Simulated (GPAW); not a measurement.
# The basis that the transmission of methoxybenzenedithiol between two Al chains needs, part 2 of 2

How well does methoxybenzenedithiol between two Al chains conduct at low bias, and how far do basis and functional move the answer?

GPAW 26.7.0; GPAW LCAO, PAW setups; Landauer transmission from Green's functions with principal layers (ASE), zero bias.

So far, transmission at the Fermi level (one spin): step 2 (double-zeta polarised basis, PBE, GPAW) 0.0855; step 3 (basis szp(dzp), PBE, GPAW) 0.103; step 4 (basis sz(dzp), PBE, GPAW) 0.141; step 5 (RPBE) 0.0819. Also open channels of the lead at the Fermi level (one spin): step 2 2; step 3 2.

## (7) The levels side by side

The curves are compared point by point over the common energies.

This step: comparison of transmission and cost over codes and levels (GPAW 26.7.0).

Ladder, by row:

| step | code | T at the Fermi level (sum over the listed spins) | conductance (G0) | r.m.s. T(E) from the first | wall time (s) | peak memory (GiB) | threads |
| --- | --- | --- | --- | --- | --- | --- | --- |
| dzp | GPAW | 0.0855 | 0.08199 | 0 | 136.1 | 2.4 | 1 |
| szp | GPAW | 0.1026 | 0.09941 | 0.2511 | 120.9 | 2.36 | 1 |
| sz | GPAW | 0.1409 | 0.138 | 0.2301 | 90.21 | 2.18 | 1 |
| dzp-RPBE | GPAW | 0.08189 | 0.07849 | 0.06173 | 152.7 | 2.4 | 1 |

The transmission, zone mean, sum over the listed spins by energy, zero at the Fermi level:

| energy (eV) | dzp | szp | sz | dzp-RPBE |
| --- | --- | --- | --- | --- |
| -3.0000 | 0.0178 | 0.0124 | 0.0477 | 0.0177 |
| -2.7750 | 0.00617 | 0.00259 | 0.0101 | 0.00608 |
| -2.4750 | 0.00148 | 4.7e-4 | 1.4e-4 | 0.00122 |
| -2.2500 | 6.2e-5 | 9.2e-5 | 1.2e-5 | 6.0e-5 |
| -2.0250 | 4.7e-6 | 1.8e-6 | 6.6e-6 | 4.9e-6 |
| -1.7250 | 0.00189 | 2.9e-5 | 9.9e-13 | 0.00133 |
| -1.5000 | 2.2e-5 | 4.6e-6 | 0 | 2.2e-5 |
| -1.2750 | 9.8e-13 | 4.3e-14 | 0 | 7.3e-13 |
| -0.9750 | 0 | 0 | 0 | 0 |
| -0.7500 | 0 | 0 | 0 | 0 |
| -0.5250 | 3.1e-13 | 7.0e-14 | 8.3e-13 | 2.8e-13 |
| -0.2250 | 0.0472 | 0.0500 | 0.0695 | 0.0460 |
| 0.0000 | 0.0855 | 0.103 | 0.141 | 0.0819 |
| 0.2250 | 0.0841 | 0.124 | 0.197 | 0.0788 |
| 0.5250 | 0.136 | 0.409 | 0.0369 | 0.103 |
| 0.6000 | 0.241 | 0.0301 | 0.0452 | 0.147 |
| 0.7500 | 0.0421 | 0.0625 | 0.0867 | 0.157 |
| 0.9750 | 0.0547 | 0.134 | 0.122 | 0.0341 |
| 1.2750 | 0.0908 | 0.288 | 0.221 | 0.0829 |
| 1.5000 | 0.134 | 0.627 | 0.415 | 0.122 |
| 1.6500 | 0.184 | 0.996 | 0.740 | 0.166 |
| 1.7250 | 0.221 | 0.834 | 0.976 | 0.198 |
| 1.9500 | 0.434 | 0.983 | 0.941 | 0.381 |
| 2.0250 | 0.569 | 0.820 | 0.987 | 0.497 |
| 2.2500 | 0.992 | 0.379 | 0.525 | 1.02 |
| 2.4750 | 0.602 | 0.218 | 0.231 | 0.225 |
| 2.5500 | 1.01 | 0.191 | 0.181 | 0.945 |
| 2.7750 | 0.442 | 0.146 | 0.0984 | 0.495 |
| 3.0000 | 0.241 | 0.131 | 0.0641 | 0.258 |

## (8) Mixing 0.15

Mixing changes the road to self-consistency, not its end. The mixing history changes the road to self-consistency, not its end.

This step: GPAW LCAO, PAW setups; Landauer transmission from Green's functions with principal layers (ASE), zero bias (GPAW 26.7.0).

The input, run.py:

```python
import json
import numpy as np
from ase import Atoms
from ase.transport.calculators import TransportCalculator
from gpaw import GPAW, FermiDirac
from gpaw.lcao.tools import get_lcao_hamiltonian
from scipy.linalg import eigh

# The junction with lead layers at both ends, along the third cell vector
device = Atoms(
    ['Al', 'Al', 'Al', 'Al', 'Al', 'Al', 'S', 'H', 'C', 'C', 'H', 'C', 'C', 'H', 'C', 'H', 'H', 'C', 'C', 'O', 'H', 'S', 'Al', 'Al', 'Al', 'Al', 'Al', 'Al'],
    positions=[
        [7.02463, 4.53925, 1.20000],
        [7.02463, 4.53925, 3.60000],
        [7.02463, 4.53925, 6.00000],
        [7.02463, 4.53925, 8.40000],
        [7.02463, 4.53925, 10.80000],
        [7.02463, 4.53925, 13.20000],
        [7.75599, 3.89015, 15.17073],
        [5.15797, 4.03198, 16.50094],
        [7.28937, 4.04201, 16.88269],
        [5.94408, 4.08729, 17.24986],
        [9.32072, 4.05166, 17.55370],
        [8.28296, 4.09680, 17.86823],
        [5.59098, 4.19895, 18.59542],
        [4.53819, 4.23399, 18.86722],
        [7.94000, 4.20833, 19.22151],
        [10.52475, 5.05164, 19.29212],
        [10.46980, 3.25000, 19.43546],
        [6.58017, 4.26148, 19.58368],
        [10.22734, 4.20307, 19.91683],
        [8.84678, 4.27225, 20.25135],
        [10.79925, 4.25975, 20.84802],
        [6.05604, 4.40505, 21.28881],
        [7.02463, 4.53925, 23.25956],
        [7.02463, 4.53925, 25.65956],
        [7.02463, 4.53925, 28.05956],
        [7.02463, 4.53925, 30.45956],
        [7.02463, 4.53925, 32.85956],
        [7.02463, 4.53925, 35.25956]],
    cell=[[14.04925, 0.0, 0.0], [0.0, 9.0785, 0.0], [0.0, 0.0, 36.45956]],
    pbc=True)

# One principal layer of the lead: the first 4 atoms of the device
lead = Atoms(
    ['Al', 'Al', 'Al', 'Al'],
    positions=[
        [7.02463, 4.53925, 1.20000],
        [7.02463, 4.53925, 3.60000],
        [7.02463, 4.53925, 6.00000],
        [7.02463, 4.53925, 8.40000]],
    cell=[[14.04925, 0.0, 0.0], [0.0, 9.0785, 0.0], [0.0, 0.0, 9.6]],
    pbc=True)

settings = dict(mode='lcao', basis='dzp', xc='PBE', h=0.18,
                occupations=FermiDirac(0.1), maxiter=250,
                mixer=dict(beta=0.15, nmaxold=3, weight=100.0),
                convergence=dict(density=0.0001))
energies = np.arange(-3, 3 + 1e-9, 0.075)
eta = 0.0001
n1, n2 = 1, 1
# k and -k transmit alike, so half of the mesh across the current serves
mesh = [(i, j) for i in range(n1) for j in range(n2) if (i, j) <= (-i % n1, -j % n2)]
weights = np.array([1 if (i, j) == (-i % n1, -j % n2) else 2 for i, j in mesh]) / (n1 * n2)


def ground_state(atoms, size, txt):
    atoms.calc = GPAW(kpts={'size': size, 'gamma': True}, symmetry={'tolerance': 1e-3}, txt=txt, **settings)
    atoms.get_potential_energy()
    return atoms.calc.get_fermi_level()


def blocks(atoms, fermi, points, nz, cells):
    """H - E_F S and S between cell 0 and the cells above it, at each point across the current."""
    kz = np.arange(nz) / nz
    calc = atoms.calc.fixed_density(kpts=[(*k, z) for k in points for z in kz], symmetry='off', txt=None)
    H, S = get_lcao_hamiltonian(calc)
    H = (H - fermi * S).reshape(len(H), len(points), nz, *S.shape[1:])
    S = S.reshape(H.shape[1:])
    phases = [np.exp(-2j * np.pi * kz * R) / nz for R in cells]
    return [(np.einsum('skzij,z->ksij', H, p), np.einsum('kzij,z->kij', S, p)) for p in phases]


def pair(a, b):
    return np.block([[a, b], [b.T.conj(), a]])


def count_channels(h, s, cells, nk=240):
    """Half the number of times that the lead's bands cross each energy, unfolded to its shortest repeat."""
    b = len(h) // cells
    bands = []
    for k in (np.arange(nk + 1) + 0.5) / nk:
        hk, sk = h[:b, :b].copy(), s[:b, :b].copy()
        for R in range(1, cells):
            phase, block = np.exp(2j * np.pi * k * R), slice(R * b, (R + 1) * b)
            hk += h[:b, block] * phase + (h[:b, block] * phase).T.conj()
            sk += s[:b, block] * phase + (s[:b, block] * phase).T.conj()
        w, u = eigh(sk)
        x = u[:, w > 1e-5] / w[w > 1e-5]**0.5  # drop near-dependent combinations
        bands.append(np.r_[eigh(x.T.conj() @ hk @ x, eigvals_only=True), [1e9] * (w <= 1e-5).sum()])
    below = np.array(bands)[:, :, None] < energies
    return (below[1:] != below[:-1]).sum((0, 1)) / 2


fermi_lead = ground_state(lead, (1, 1, 12), 'lead.txt')
fermi_device = ground_state(device, (1, 1, 2), 'device.txt')
T, channels, eigen, tail, misfit, shifts = [], [], [], 0.0, 0.0, []
for first in range(0, len(mesh), 141):
    points = [(i / n1, j / n2) for i, j in mesh[first:first + 141]]
    (H0k, S0k), (H1k, S1k), (H2k, _) = blocks(lead, fermi_lead, points, 5, range(3))
    [(Hk, Sk)] = blocks(device, fermi_device, points, 2, [0])
    tail = max(tail, abs(H2k).max())
    for H0, S0, H1, S1, H, S in zip(H0k, S0k, H1k, S1k, Hk, Sk):
        n = len(S0)
        # Shift the lead onto the potential of the device's first layer
        shift = ((H[:, 0, 0] - H0[:, 0, 0]) / S0[0, 0]).real.mean()
        shifts.append(shift)
        misfit = max(misfit, abs(H[:, :n, :n] - H0 - shift * S0).max())
        Tk, Ck, Ek = [], [], []
        for s in range(len(H)):
            t = s % len(H0)  # a lead without moments serves both spins
            h1, s1 = pair(H0[t] + shift * S0, H1[t] + shift * S1), pair(S0, S1)
            leads = dict(h1=h1, s1=s1, energies=energies, eta=eta, eta1=eta, eta2=eta)
            calc = TransportCalculator(h=H[s], s=S, eigenchannels=3, **leads)
            Tk.append(calc.get_transmission())
            Ek.append(np.sort(calc.eigenchannels_ne, axis=0)[::-1])
            Ck.append(count_channels(h1, s1, 8))
        T.append(Tk)
        channels.append(Ck)
        eigen.append(Ek)
T, channels = np.array(T), np.array(channels)
mean, open_channels = np.einsum('kse,k->se', T, weights), np.einsum('kse,k->se', channels, weights)

print(f'basis functions: device {len(S)}, principal layer {n}')
print(f'Fermi level: lead {fermi_lead:.4f} eV, device {fermi_device:.4f} eV; lead shifted by {np.mean(shifts):.4f} eV')
print(f'largest coupling past the next layer {tail:.2e} eV, largest misfit of the first layer {misfit:.3f} eV')
print('  E-E_F (eV)   ' + 'T (one spin)  channels')
for e, t, c in zip(energies, mean.T, open_channels.T):
    print(f'{e:10.3f}  ', *[f'{x:11.4e}' for x in t], *[f'{x:9.4f}' for x in c])

kT = 8.617333e-5 * 500
fine = np.linspace(energies[0], energies[-1], 4001)
both = np.exp(np.interp(fine, energies, np.log(np.maximum(mean.sum(0) * 2 / len(mean), 1e-30))))
fermi = lambda mu: 1 / (1 + np.exp(np.clip((fine - mu) / kT, -200, 200)))
slope = fermi(0) * (1 - fermi(0)) / kT
G = np.trapezoid(both * slope, fine) / 2
seebeck = -np.trapezoid(both * slope * fine, fine) / (2 * G * 500) * 1e6
print(f'conductance at 500 K: {G:.5g} G0 a cell; thermopower {seebeck:.4g} uV/K')
bias = [0.1, 0.2, 0.5, 1.0, 1.5, 2.0]
current = [38.74 * np.trapezoid(both * (fermi(V / 2) - fermi(-V / 2)), fine) for V in bias]
for V, I in zip(bias, current):
    print(f'current from the zero-bias T(E) at {V} V: {I:.5g} uA')
zero = abs(energies).argmin()
json.dump(dict(energies=energies.tolist(), T=mean.tolist(), channels=open_channels.tolist(), G=G, seebeck=seebeck,
               bias=bias, current=current, tail=tail, misfit=misfit, shift=np.mean(shifts), n_device=len(S), n_lead=n,
               fermi=[fermi_lead, fermi_device], energy=device.get_potential_energy(),
               moments=device.get_magnetic_moments().tolist(), mesh=mesh, weights=weights.tolist(),
               T_k=T[:, :, zero].tolist(), eigen=np.array(eigen[0]).tolist()), open('result.json', 'w'))
```

Command:

```bash
$ OMP_NUM_THREADS=1 OPENBLAS_NUM_THREADS=1 python run.py
```

It took 4.7 min on 1 thread of Arm Neoverse V2, shared host; peak memory 2 GiB.

This step gave:

| Property | Result |
| --- | --- |
| conductance | 0.08175 G₀ |
| thermopower | -12.22 μV/K |
| largest coupling past the next principal layer | 1.12e-15 eV |
| largest misfit of the first principal layer | 0.05064 eV |
| shift that aligns the lead | -0.006253 eV |
| transmission at the Fermi level (one spin) | 0.08522 |

One spin. The transmission, zone mean by energy, zero at the Fermi level:

energy (eV), transmission, zone mean and a bar:
```
    -3.00       0.02 #
    -2.85       0.03 #
    -2.70       0.00 
    -2.55       0.00 
    -2.33       0.00 
    -2.17       0.00 
    -2.02       0.00 
    -1.88       0.00 
    -1.73       0.00 
    -1.57       0.00 
    -1.35       0.00 
    -1.20       0.00 
    -1.05       0.00 
    -0.90       0.00 
    -0.75       0.00 
    -0.60       0.00 
    -0.38       0.02 #
    -0.23       0.05 #
    -0.07       0.08 ##
     0.00       0.09 ###
     0.07       0.09 ###
     0.23       0.08 ###
     0.38       0.09 ###
     0.60       0.24 #######
     0.75       0.04 #
     0.90       0.03 #
     1.05       0.06 ##
     1.20       0.08 ##
     1.35       0.10 ###
     1.57       0.16 #####
     1.73       0.22 #######
     1.88       0.34 ##########
     2.02       0.57 #################
     2.17       0.95 ############################
     2.25       0.99 ##############################
     2.33       0.58 #################
     2.55       1.01 ##############################
     2.70       0.59 ##################
     2.85       0.35 ##########
     3.00       0.24 #######
```

Crossings of the lead's bands, unfolded to its shortest repeat. Table of open channels, zone mean by energy, zero at the Fermi level:

| energy (eV) | open channels, zone mean |
| --- | --- |
| -3.00 | 1 |
| -2.77 | 1 |
| -2.55 | 1 |
| -2.40 | 1 |
| -2.17 | 1 |
| -1.95 | 1 |
| -1.73 | 1 |
| -1.57 | 1 |
| -1.35 | 1 |
| -1.12 | 0 |
| -0.90 | 0 |
| -0.75 | 0 |
| -0.53 | 0 |
| -0.30 | 2 |
| -0.07 | 2 |
| 0.00 | 2 |
| 0.07 | 2 |
| 0.30 | 2 |
| 0.53 | 2 |
| 0.75 | 2 |
| 0.90 | 2 |
| 1.12 | 3 |
| 1.35 | 3 |
| 1.57 | 3 |
| 1.73 | 3 |
| 1.95 | 3 |
| 2.17 | 3 |
| 2.40 | 3 |
| 2.55 | 3 |
| 2.77 | 3 |
| 3.00 | 3 |

Not self-consistent under bias; the bias window is split evenly. Table of current through one cell, from the zero-bias transmission by bias:

| bias (V) | current through one cell, from the zero-bias transmission (μA) |
| --- | --- |
| 0.100 | 0.631 |
| 0.200 | 1.25 |
| 0.500 | 2.90 |
| 1.000 | 5.19 |
| 1.500 | 8.18 |
| 2.000 | 9.18 |

The transmission of the three most open eigenchannels by energy, zero at the Fermi level:

| energy (eV) | channel 1 | channel 2 | channel 3 |
| --- | --- | --- | --- |
| -3.00 | 0.0180 | 0 | 0 |
| -2.85 | 0.0263 | 0 | 0 |
| -2.70 | 0.00311 | 0 | 0 |
| -2.55 | 0.00120 | 0 | 0 |
| -2.33 | 9.3e-5 | 0 | 0 |
| -2.17 | 3.5e-5 | 0 | 0 |
| -2.02 | 4.8e-6 | 0 | 0 |
| -1.88 | 5.0e-6 | 0 | 0 |
| -1.73 | 0.00174 | 0 | 0 |
| -1.57 | 5.8e-5 | 0 | 0 |
| -1.35 | 2.7e-6 | 0 | 0 |
| -1.20 | 0 | 0 | 0 |
| -1.05 | 0 | 0 | 0 |
| -0.90 | 0 | 0 | 0 |
| -0.75 | 0 | 0 | 0 |
| -0.60 | 0 | 0 | 0 |
| -0.38 | 0.0223 | 2.2e-4 | 0 |
| -0.23 | 0.0465 | 4.9e-4 | 0 |
| -0.07 | 0.0752 | 9.7e-4 | 0 |
| 0.00 | 0.0841 | 0.00111 | 0 |
| 0.07 | 0.0867 | 0.00117 | 0 |
| 0.23 | 0.0830 | 0.00125 | 0 |
| 0.38 | 0.0866 | 0.00147 | 0 |
| 0.60 | 0.238 | 0.00235 | 5.9e-12 |
| 0.75 | 0.0421 | 2.4e-5 | 4.5e-8 |
| 0.90 | 0.0333 | 3.8e-4 | 5.9e-9 |
| 1.05 | 0.0616 | 0.00228 | 4.2e-4 |
| 1.20 | 0.0773 | 0.00316 | 5.3e-4 |
| 1.35 | 0.0973 | 0.00432 | 5.8e-4 |
| 1.57 | 0.148 | 0.00682 | 6.0e-4 |
| 1.73 | 0.210 | 0.00914 | 6.0e-4 |
| 1.88 | 0.325 | 0.0121 | 6.0e-4 |
| 2.02 | 0.551 | 0.0156 | 5.9e-4 |
| 2.17 | 0.932 | 0.0197 | 5.7e-4 |
| 2.33 | 0.561 | 0.0218 | 5.4e-4 |
| 2.55 | 0.972 | 0.0372 | 5.7e-4 |
| 2.70 | 0.548 | 0.0444 | 5.6e-4 |
| 2.85 | 0.294 | 0.0526 | 5.5e-4 |
| 3.00 | 0.179 | 0.0613 | 5.4e-4 |

The conductance, 0.0818 G₀, lies 0.3 % below that of the dzp run.

## (9) SCF mesh 1×1×1

The SCF mesh sets the Fermi level of the repeated cell.

run.py, as its differences from that of step 8:

```diff
@@ -56,3 +56,3 @@
                 occupations=FermiDirac(0.1), maxiter=250,
-                mixer=dict(beta=0.15, nmaxold=3, weight=100.0),
+                mixer=dict(beta=0.1, nmaxold=8, weight=100.0),
                 convergence=dict(density=0.0001))
@@ -105,3 +105,3 @@
 fermi_lead = ground_state(lead, (1, 1, 12), 'lead.txt')
-fermi_device = ground_state(device, (1, 1, 2), 'device.txt')
+fermi_device = ground_state(device, (1, 1, 1), 'device.txt')
 T, channels, eigen, tail, misfit, shifts = [], [], [], 0.0, 0.0, []
```

It took 1.8 min on 1 thread; peak memory 2.4 GiB.

The run finished with changed settings (scf_mesh = [1, 1, 1]); it serves as a test.

Side by side:

| quantity | this run | sound run | difference |
| --- | --- | --- | --- |
| conductance (G₀) | 0.081715 | 0.081985 | -2.7e-4 |
| thermopower (μV/K) | -11.963 | -11.971 | 0.00795 |
| largest misfit of the first principal layer (eV) | 0.051569 | 0.052302 | -7.3e-4 |
| shift that aligns the lead (eV) | -0.0064395 | -0.0047063 | -0.00173 |
| transmission at the Fermi level (one spin) | 0.085174 | 0.085503 | -3.3e-4 |

## (10) Summary of results

| Item | Value |
| --- | --- |
| conductance | 0.0820 G₀ |
| transmission at the Fermi level, mean of the spins | 0.0855 |
| thermopower | -12.0 μV/K |
| open channels of the lead there | 2 |

What this shows: In the dzp basis the junction conducts 0.0820 G₀ at 500 K, with T = 0.0855 a spin at the Fermi level; no smaller basis tried comes within 10 % of that conductance. The scatterer reflects about 96 % of the incoming channels at the Fermi level. At the Fermi level one eigenchannel carries the current (0.084). The negative thermopower says that the thermally weighted transmission is larger above the Fermi level, as for electron-like transport. Measured against the first run (dzp), the nearest curve is that of dzp-RPBE (r.m.s. 0.062) and the farthest that of szp (0.25). Over the compared runs wall time goes from 90 s (sz) to 153 s (dzp-RPBE), on a shared host. The geometry was built from estimated bond lengths and not relaxed, so the numbers describe this model structure. Semilocal functionals put molecular levels too near the Fermi level, so such conductances usually come out too high, and chain electrodes have a sharper density of states than real ones. An evenly spaced straight chain is an idealisation: free chains tend to dimerise, zigzag or, where a band edge lies near the Fermi level, turn magnetic. The currents use the zero-bias T(E) throughout, which holds only while the bias is small against the distance to the nearest feature. The energy step is wider than the thermal energy, so the conductance and thermopower rest on interpolation of T(E).

[Logs are printed without paths, hosts, clocks, repeated set-up lines and the standing remarks that a program may print on its own settings, such as how far it seeks lower states.]

[Hosts, paths, dates, database ids (printed as entryN), source tags and the programs' standing remarks are cut or masked in the printed files.]
